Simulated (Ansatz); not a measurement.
# Calculated records

**CuI (Marshite): spin-orbit coupling beyond the local functionals**

The structure is cubic, space group F-43m (No. 216). The conventional cell has a = 6.063 Å, b = 6.063 Å, c = 6.063 Å, α = 90.00°, β = 90.00°, γ = 90.00°. Nearest to Cu lie 4 I at 2.63 Å. I has 4 Cu at 2.63 Å nearest. Farther neighbours and most contacts between anions are not listed.

```xyz
2
Lattice="0.0000 3.0315 3.0315 3.0315 0.0000 3.0315 3.0315 3.0315 0.0000" Properties=species:S:1:pos:R:3 pbc="T T T"
Cu    1.5157    1.5157    1.5157
I     0.0000    0.0000    0.0000
```

```yaml
method: DFT, HSE06 with spin-orbit coupling, plane waves, PAW (and 1 further level or step)
program: Ansatz 0.2.0
settings_of_one_run: cutoff 420 eV, 4×4×4 k-mesh, default PAW
cost: 2 runs, 32 s in all on 1 × NVIDIA H100 80GB HBM3 (shared by 6 runs) with 3 threads of AMD EPYC 7R13 (Zen 3), shared host (the runs of this entry)
notes: The database entry behind the starting cell differs from later determinations by our own check (about 0.15 % long (mineral sample)). The cell and positions come from the Crystallography Open Database and are kept as given unless a step says otherwise.
hse06: 2.64 eV
hse06_soc: 2.42 eV
```

Spin-orbit coupling changes the gap by −0.23 eV and the least direct gap by −0.23 eV. The runs have no spin polarisation. For a closed low-spin shell that is the natural state; where a d or f shell is open it is a constraint, and the gap is then not the crystal's own.

[Paths, hosts, dates, memory and timing lines, banners, echoed tables and standing remarks are left out of the program output.]

[Logs are printed without paths, hosts, clocks, repeated set-up lines and the standing remarks that a program may print on its own settings, such as how far it seeks lower states.]

[Runs of the session that timed out or met a known fault of the program may be left out.]

[Cells called generated may have been cut or substituted from an entry of the Crystallography Open Database or the Materials Project.]

[Hosts, paths, dates, database ids (printed as entryN), source tags and the programs' standing remarks are cut or masked in the printed files.]
